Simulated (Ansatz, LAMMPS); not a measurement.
## Elastic response of glassy 58SiO2-9Al2O3-5FeO-7MgO-12CaO-7Na2O-2TiO2 (mol %) (127 atoms)

How stiff is glassy 58SiO2-9Al2O3-5FeO-7MgO-12CaO-7Na2O-2TiO2 (mol %) (127 atoms), and how do its levels respond to strain?

Main program and level: Ansatz 0.2.0; Kohn-Sham DFT, PBE, PAW (set soft_2), plane waves.

### 1. Set-up

The cell holds 127 atoms: 25 Si, 8 Al, 2 Fe, 3 Mg, 5 Ca, 6 Na, 1 Ti and 77 O. Cell: a = 11.802 Å, b = 11.802 Å, c = 11.802 Å, α = 90.0°, β = 90.0°, γ = 90.0°. 127 atoms (25 Si, 8 Al, 2 Fe, 3 Mg, 5 Ca, 6 Na, 1 Ti, 77 O) placed at random at 2.6 g/cm³, melted at 3000 K for 20 ps at fixed volume with the Buckingham and Coulomb pair potential of Guillot and Sator (Geochim. Cosmochim. Acta 71, 1249 (2007)) with the boron terms of Wang et al. (J. Non-Cryst. Solids 498, 294 (2018)). Quenched from 3000 K to 300 K at 200 K/ps and fixed volume, held 10 ps at zero pressure, then minimised at fixed cell.

What the set-up can't give: The quench rate of 200 K/ps is orders of magnitude faster than experiment, which tends to freeze in extra defects. The starting topology of bonds comes from the classical model, and needn't be the one that DFT or experiment would give. Without a Hubbard term or exact exchange, open shells on Fe are likely too delocalised. Sampling is at Γ alone.

### 2. Single point at the start

A single point comes first, to see the forces before anything moves.

input.yaml reads:

```yaml
crystal:
  lattice:
    - [11.8024, 0.0, 0.0]
    - [0.0, 11.8024, 0.0]
    - [0.0, 0.0, 11.8024]
  atoms:
    - { symbol: Si, position: [0.9143, 0.97007, 0.04441] }
    - { symbol: Si, position: [0.73411, 0.35466, 0.87752] }
    - { symbol: Si, position: [0.73808, 0.60712, 0.14603] }
    - { symbol: Si, position: [0.30413, 0.51752, 0.9954] }
    - { symbol: Si, position: [0.9091, 0.8999, 0.55617] }
    - { symbol: Si, position: [0.54753, 0.99023, 0.20192] }
    - { symbol: Si, position: [0.07314, 0.08342, 0.66214] }
    - { symbol: Si, position: [0.3095, 0.75237, 0.5226] }
    - { symbol: Si, position: [0.11467, 0.47175, 0.61324] }
    - { symbol: Si, position: [0.39418, 0.16887, 0.67036] }
    - { symbol: Si, position: [0.17802, 0.21383, 0.07737] }
    - { symbol: Si, position: [0.7382, 0.80251, 0.74435] }
    - { symbol: Si, position: [0.43273, 0.98457, 0.5006] }
    - { symbol: Si, position: [0.55684, 0.73662, 0.28763] }
    - { symbol: Si, position: [0.09077, 0.99058, 0.20924] }
    - { symbol: Si, position: [0.43199, 0.72148, 0.91064] }
    - { symbol: Si, position: [0.53813, 0.24707, 0.27214] }
    - { symbol: Si, position: [0.67452, 0.37619, 0.47659] }
    - { symbol: Si, position: [0.8408, 0.24707, 0.35992] }
    - { symbol: Si, position: [0.65746, 0.20047, 0.68809] }
    - { symbol: Si, position: [0.8366, 0.58848, 0.8876] }
    - { symbol: Si, position: [0.34667, 0.30342, 0.43362] }
    - { symbol: Si, position: [0.37983, 0.49974, 0.58215] }
    - { symbol: Si, position: [0.08084, 0.70196, 0.48022] }
    - { symbol: Si, position: [0.1486, 0.9521, 0.89183] }
    - { symbol: Al, position: [0.71119, 0.03321, 0.49504] }
    - { symbol: Al, position: [0.23399, 0.74671, 0.7644] }
    - { symbol: Al, position: [0.50278, 0.49174, 0.82872] }
    - { symbol: Al, position: [0.9761, 0.58957, 0.25104] }
    - { symbol: Al, position: [0.41354, 0.97649, 0.98582] }
    - { symbol: Al, position: [0.20675, 0.10147, 0.43002] }
    - { symbol: Al, position: [0.09774, 0.52934, 0.8532] }
    [... 89 atom lines left out ...]
    - { symbol: O, position: [0.02708, 0.20249, 0.71086] }
    - { symbol: O, position: [0.63345, 0.69352, 0.17701] }
    - { symbol: O, position: [0.21855, 0.25241, 0.40747] }
    - { symbol: O, position: [0.00503, 0.64571, 0.38106] }
    - { symbol: O, position: [0.63105, 0.76731, 0.66616] }
    - { symbol: O, position: [0.81105, 0.92459, 0.46135] }
magnetization:
  spin_polarized: true
kpoints:
  mp_grid: { grid: [1, 1, 1] }
hamiltonian:
  xc: pbe
scf:
  occupations: { method: gaussian, width: 0.05 }
  lower_state_search: "off"
output:
  forces: true
```

Command:

```sh
$ ansatz run input.yaml --threads 8 --pin off --max-ram 15872MiB --backend cpu --events-out ev --progress --plain --runs-dir out
```

Numbers of over 12 decimals in the logs are rounded to 6 here.

What it wrote:

```text
Engine: ansatz 0.2.0, aarch64-unknown-linux-gnu
Pseudopotentials: kind: paw
Pseudopotential: Si, paw, valence charge 4, recommended cutoff 420 eV (normal), Si.paw.azcp
Pseudopotential: Al, paw, valence charge 3, recommended cutoff 420 eV (normal), Al.paw.azcp
Pseudopotential: Fe, paw, valence charge 16, recommended cutoff 420 eV (normal), Fe.paw.azcp
Pseudopotential: Mg, paw, valence charge 10, recommended cutoff 420 eV (normal), Mg.paw.azcp
Pseudopotential: Ca, paw, valence charge 10, recommended cutoff 420 eV (normal), Ca.paw.azcp
Pseudopotential: Na, paw, valence charge 9, recommended cutoff 420 eV (normal), Na.paw.azcp
Pseudopotential: Ti, paw, valence charge 12, recommended cutoff 420 eV (normal), Ti.paw.azcp
Pseudopotential: O, paw, valence charge 6, recommended cutoff 420 eV (normal), O.paw.azcp
[... 5 lines on functional and potentials left out ...]
Crystal: 127 atoms, lattice volume = 1644.035 Å³
Basis set: ecut = 420 eV, 31967 PW (Γ), exchange–correlation on 160×160×160 points (8 copies of the dense FFT grid, shifted against one another)
Bands: 513, of which v1, the nominal top of the filled ones, is band 382 counted from 1 (381 counted from 0)
Symmetry: 1 space group operations
Space group: P1 (ITA 1), of the structure as read, at distance tolerance 1.2e-4 Å
Magnetic group: BNS 1.1 (UNI 1), of the structure as read, at distance tolerance 1.2e-4 Å
k-points: 1
[... 17 lines on functional and potentials left out ...]
Initial density: superposition of atomic densities (chi_scale 0.1, normalization cell, long waves 31 % of neutral atoms (reshape's long-wave potential 1.31 eV rms, cloud 2.42 Å wide))
Starting moments: Σ|m| = 8 μB on 2 of 127 sites
Starting magnetic order: compensated ferrimagnet; no operation exchanges its spin sublattices
Initial wavefunctions: pseudopotential atomic-orbital guess
Functional: x = pbe(κ = 0.804, μ = 0.219515), c = pbe(β = 0.066725)
SCF iter   1: F=—  HF=-99378.307713 eV  |F-HF|=—  |Δ(HF+E_count)|=         —  Δρ=1.03e-1 (↑1.02e-1 ↓1.03e-1)  dr2=8.41e2  dr2_m=3.83e1  M=-0.032 μB ∫|m|=0.512 μB  β_m=0.30  ethr=3.10e-3  ⟨swp⟩=7.0  Hψ=4685  notcnv=0  defer=188
preconditioner: auto → Kerker (q_TF=auto, 2.401 Å⁻¹)  [metal: Δε(μ)=0.045 eV  Ē_g=14.228 eV  σ=0.050 eV  W_gap=0.48  n_scr=388 (ndim 8)  ℏωp=22.9 eV  f_vac=0.024  D(μ)=38.21/eV (n_scr^D=250)]
spin=Collinear: Kerker preconditioning applied to the charge; magnetization (m = ρ↑ − ρ↓) channel mixes plain (no charge-response kernel on spin).
SCF iter   2: F=—  HF=-99312.670231 eV  |F-HF|=—  |Δ(HF+E_count)|=    6.56e1  Δρ=7.62e-2 (↑5.59e-2 ↓7.62e-2)  dr2=3.76e2  dr2_m=3.34e0  M=1.175 μB ∫|m|=7.946 μB  β_m=0.30  ethr=3.10e-3  ⟨swp⟩=6.0  Hψ=2771  notcnv=0  defer=238
SCF iter   3: F=—  HF=-99294.119665 eV  |F-HF|=—  |Δ(HF+E_count)|=    1.86e1  Δρ=7.62e-2 (↑7.62e-2 ↓3.31e-2)  dr2=2.59e2  dr2_m=1.49e1  M=4.773 μB ∫|m|=5.349 μB  β_m=0.30  ethr=3.10e-3  ⟨swp⟩=3.5  Hψ=2145  notcnv=0  defer=250
SCF iter   4: F=—  HF=-99294.376869 eV  |F-HF|=—  |Δ(HF+E_count)|=   2.57e-1  Δρ=1.01e-1 (↑4.03e-2 ↓1.01e-1)  dr2=3.91e2  dr2_m=2.62e1  M=-2.000 μB ∫|m|=2.675 μB  β_m=0.30  ethr=3.10e-3  ⟨swp⟩=4.5  Hψ=1983  notcnv=0  defer=245
SCF iter   5: F=—  HF=-99275.379046 eV  |F-HF|=—  |Δ(HF+E_count)|=    1.90e1  Δρ=2.43e-2 (↑2.21e-2 ↓2.43e-2)  dr2=4.62e1  dr2_m=8.95e-1  M=2.000 μB ∫|m|=7.863 μB  β_m=0.30  ethr=3.10e-3  ⟨swp⟩=4.0  Hψ=2358  notcnv=0  defer=251
SCF iter   6: F=—  HF=-99270.970802 eV  |F-HF|=—  |Δ(HF+E_count)|=    4.41e0  Δρ=1.79e-2 (↑1.79e-2 ↓1.62e-2)  dr2=2.30e1  dr2_m=2.27e0  M=-0.359 μB ∫|m|=7.906 μB  β_m=0.30  ethr=3.10e-3  ⟨swp⟩=3.5  Hψ=1952  notcnv=0  defer=246
SCF iter   7: F=—  HF=-99268.537307 eV  |F-HF|=—  |Δ(HF+E_count)|=    2.43e0  Δρ=1.18e-2 (↑1.18e-2 ↓1.03e-2)  dr2=1.28e1  dr2_m=1.10e0  M=-0.213 μB ∫|m|=7.967 μB  β_m=0.30  ethr=3.01e-3  ⟨swp⟩=3.0  Hψ=812  notcnv=0  defer=246
SCF iter   8: F=—  HF=-99266.911396 eV  |F-HF|=—  |Δ(HF+E_count)|=    1.63e0  Δρ=8.95e-3 (↑8.95e-3 ↓6.76e-3)  dr2=6.88e0  dr2_m=5.85e-1  M=-0.050 μB ∫|m|=7.998 μB  β_m=0.30  ethr=1.68e-3  ⟨swp⟩=2.0  Hψ=1195  notcnv=0  defer=246
SCF iter   9: F=—  HF=-99265.905465 eV  |F-HF|=—  |Δ(HF+E_count)|=    1.01e0  Δρ=6.63e-3 (↑6.63e-3 ↓5.86e-3)  dr2=3.46e0  dr2_m=2.48e-1  M=0.061 μB ∫|m|=7.934 μB  β_m=0.30  ethr=9.01e-4  ⟨swp⟩=4.0  Hψ=1415  notcnv=0  defer=246
SCF iter  10: F=—  HF=-99265.691645 eV  |F-HF|=—  |Δ(HF+E_count)|=   2.14e-1  Δρ=4.70e-3 (↑4.70e-3 ↓4.24e-3)  dr2=2.31e0  dr2_m=1.71e-1  M=0.008 μB ∫|m|=7.931 μB  β_m=0.30  ethr=4.53e-4  ⟨swp⟩=2.0  Hψ=1194  notcnv=0  defer=246
[...]
spin-set hold released at iteration 12 (the charge has settled, or the pull on large starting moments outlasts its swing): the magnetisation degrees of freedom join the quasi-Newton model from the next iteration; the mixer history was flushed
[...]
preconditioner: auto → Resta (q_TF=auto, 2.401 Å⁻¹)  ε∞=3.3  [insulator: Δε(μ)=0.161 eV  Ē_g=16.011 eV  σ=0.050 eV  W_gap=0.98  n_scr=388 (ndim 8)  ℏωp=24.1 eV  f_vac=0.117  D(μ)=1.70/eV (n_scr^D=0)  ε∞_Penn≈3.3]
spin=Collinear: Resta preconditioning applied to the charge; magnetization (m = ρ↑ − ρ↓) channel mixes plain (no charge-response kernel on spin).
[...]
SCF iter  24: F=—  HF=-99265.185002 eV  |F-HF|=—  |Δ(HF+E_count)|=   7.13e-5  Δρ=2.47e-4 (↑2.47e-4 ↓2.34e-4)  dr2=2.30e-3  dr2_m=4.54e-4  M=0.186 μB ∫|m|=7.986 μB  β_m=0.54  ethr=2.71e-7  ⟨swp⟩=2.0  Hψ=786  notcnv=0  defer=246
SCF iter  25: F=—  HF=-99265.185064 eV  |F-HF|=—  |Δ(HF+E_count)|=   6.22e-5  Δρ=4.01e-4 (↑4.01e-4 ↓3.54e-4)  dr2=5.99e-3  dr2_m=1.04e-3  M=0.202 μB ∫|m|=7.984 μB  β_m=0.56  ethr=2.71e-7  ⟨swp⟩=2.0  Hψ=782  notcnv=0  defer=246  recentre
SCF iter  26: F=—  HF=-99265.185168 eV  |F-HF|=—  |Δ(HF+E_count)|=   1.03e-4  Δρ=5.23e-4 (↑5.23e-4 ↓4.21e-4)  dr2=9.18e-3  dr2_m=1.69e-3  M=0.119 μB ∫|m|=7.993 μB  β_m=0.44  ethr=2.71e-7  ⟨swp⟩=2.0  Hψ=1174  notcnv=0  defer=246
SCF iter  27: F=—  HF=-99265.184997 eV  |F-HF|=—  |Δ(HF+E_count)|=   1.71e-4  Δρ=1.26e-4 (↑1.26e-4 ↓1.18e-4)  dr2=5.98e-4  dr2_m=1.14e-4  M=0.152 μB ∫|m|=7.989 μB  β_m=0.43  ethr=2.71e-7  ⟨swp⟩=2.0  Hψ=801  notcnv=0  defer=246
SCF iter  28: F=—  HF=-99265.185006 eV  |F-HF|=—  |Δ(HF+E_count)|=   8.87e-6  Δρ=2.84e-5 (↑2.84e-5 ↓2.70e-5)  dr2=3.00e-5  dr2_m=5.10e-6  M=0.167 μB ∫|m|=7.988 μB  β_m=0.42  ethr=7.82e-8  ⟨swp⟩=1.5  Hψ=981  notcnv=0  defer=246
SCF iter  29: F=—  HF=-99265.184754 eV  |F-HF|=—  |Δ(HF+E_count)|=   2.51e-4  Δρ=4.60e-5 (↑4.60e-5 ↓3.22e-5)  dr2=6.60e-5  dr2_m=1.13e-5  M=0.168 μB ∫|m|=7.987 μB  β_m=0.42  ethr=3.93e-9  ⟨swp⟩=2.0  Hψ=1545  notcnv=0  defer=246
SCF iter  30: F=—  HF=-99265.184754 eV  |F-HF|=—  |Δ(HF+E_count)|=   7.00e-8  Δρ=1.64e-5 (↑1.64e-5 ↓1.20e-5)  dr2=8.66e-6  dr2_m=1.41e-6  M=0.163 μB ∫|m|=7.988 μB  β_m=0.41  ethr=3.93e-9  ⟨swp⟩=2.0  Hψ=1533  notcnv=0  defer=246
SCF iter  31: F=—  HF=-99265.184754 eV  |F-HF|=—  |Δ(HF+E_count)|=   2.13e-7  Δρ=9.77e-6 (↑9.77e-6 ↓9.14e-6)  dr2=3.62e-6  dr2_m=6.21e-7  M=0.163 μB ∫|m|=7.988 μB  β_m=0.48  ethr=1.13e-9  ⟨swp⟩=2.0  Hψ=1524  notcnv=0  defer=246
SCF iter  32: F=—  HF=-99265.184755 eV  |F-HF|=—  |Δ(HF+E_count)|=   2.57e-7  Δρ=6.40e-6 (↑5.89e-6 ↓6.40e-6)  dr2=1.46e-6  dr2_m=2.81e-7  M=0.165 μB ∫|m|=7.987 μB  β_m=0.51  ethr=4.74e-10  ⟨swp⟩=2.0  Hψ=1532  notcnv=0  defer=246
SCF iter  33: F=-99265.184755 eV  HF=-99265.184755 eV  |F-HF|=2.92e-8  |Δ(HF+E_count)|=   4.33e-8  Δρ=1.71e-6 (↑1.44e-6 ↓1.71e-6)  dr2=8.17e-8  dr2_m=1.48e-8  M=0.164 μB ∫|m|=7.988 μB  ethr=1.31e-11  ⟨swp⟩=2.0  Hψ=2581  notcnv=0
SCF 1 converged in 33 iterations: F = -99265.184755 eV  dr2 = 8.17e-8
  greatest PAW one-centre occupation: 1.005 electrons in one spin orbital (limit 2), on the Fe atom at site 33 (counted from 0), in its partial waves of l = 1
SCF converged after 33 iterations
Magnetization: 0.1644 μB (382.0822 up, 381.9178 down)
Absolute magnetization: 7.9960 μB (∫|ρ↑−ρ↓|, with the PAW one-centre terms)
Spin contamination: 3.9554 ħ² per cell (⟨S²⟩ above its minimum at these occupations)
Per-site moments (μB) at R_I (Å): [(1.4562489682382588e-6, 0.662915), (-3.927512672930882e-7, 0.669079), (2.0912933575051892e-6, 0.666033), (-0.00267165, 0.665427), (1.567636609036385e-6, 0.670765), [...]
Free energy (F): -99265.184755 eV
Harris-Foulkes:  -99265.184755 eV  (|F-HF|=2.92e-8)
Internal energy: -99265.174027 eV  (E = F + TS)
E sigma→0 (E₀):  -99265.179391 eV
Entropy (-TS):   -0.010728 eV (-0.084 meV/atom)
Fermi energy:    6.464848 eV
--- Per-component energies (eV) ---
  E_band       = -5908.093742
  E_kinetic    = 18333.569929
  E_local      = -63640.876495  (includes V_loc(G=0)·N_el)
  E_nonlocal   = 6135.692915
  E_hartree    = 24014.415055
  E_xc         = -8784.342041
  E_vxc        = -10429.955058  (∫ρ·V_xc dr)
  E_paw        = -39327.459616  (= ΣΔE_a)
  E_vpaw       = -4335.557230  (= ΣTr[D̂ρ^β])
  E_aug_tail   = 0.196952  (compensation charges beyond the density's cutoff)
  E_ewald      = -35996.370726
  E_smearing   = -0.010728  (= −TS)
  E_closure    = 0.000000  (closes the sum)
  Σ components = -99265.184755   (vs F -99265.184755, Δ=0.00e0)
--- Forces (eV/Å), atoms counted from 1 ---
  atom   1  Si     0.10063060    -0.86330167    -0.92355704
  atom   2  Si    -1.51691334     1.51614199     0.71079360
  atom   3  Si     0.02883436    -2.31274993     0.78851678
  atom   4  Si     1.25975486     0.49719246    -0.94917385
  atom   5  Si     0.30336812    -0.44596533     0.92853002
  atom   6  Si    -0.26203291     0.01918291    -1.98984625
  atom   7  Si     0.99232110     0.53117956    -0.49128330
  atom   8  Si    -1.33809196     1.10474653     2.07995443
  atom   9  Si     1.12121496     0.87182520    -1.97459804
  atom  10  Si    -1.21989572     0.42984429    -0.94340348
  atom  11  Si     1.17939063     0.58167965    -0.98006667
  atom  12  Si    -1.02267785     0.46250987    -0.69356187
  atom  13  Si     0.19423735     1.67554317    -0.47645041
  atom  14  Si     0.13330640    -0.56495662     1.23890282
[...]
atom 126  O      0.07816020    -0.30811816    -0.17652887
  atom 127  O      0.23227482    -0.41057609    -0.59639929
  max |Σ_I F_I| component: 1.60e-4 eV/Å
```

Run time: 79 s. Hardware: 8 threads of Arm Neoverse V1, shared host; peak memory 4.3 GiB; 10 min of CPU time.

The column dr2 measures how far the density is from self-consistency, as an energy; F and HF (Harris–Foulkes) agree once it is small.

The r.m.s. force at the start is 0.70 eV/Å.

[end of part 1 of 4]

[Logs are printed without paths, hosts, clocks, repeated set-up lines and the standing remarks that a program may print on its own settings, such as how far it seeks lower states.]

[Hosts, paths, dates, database ids (printed as entryN), source tags and the programs' standing remarks are cut or masked in the printed files.]
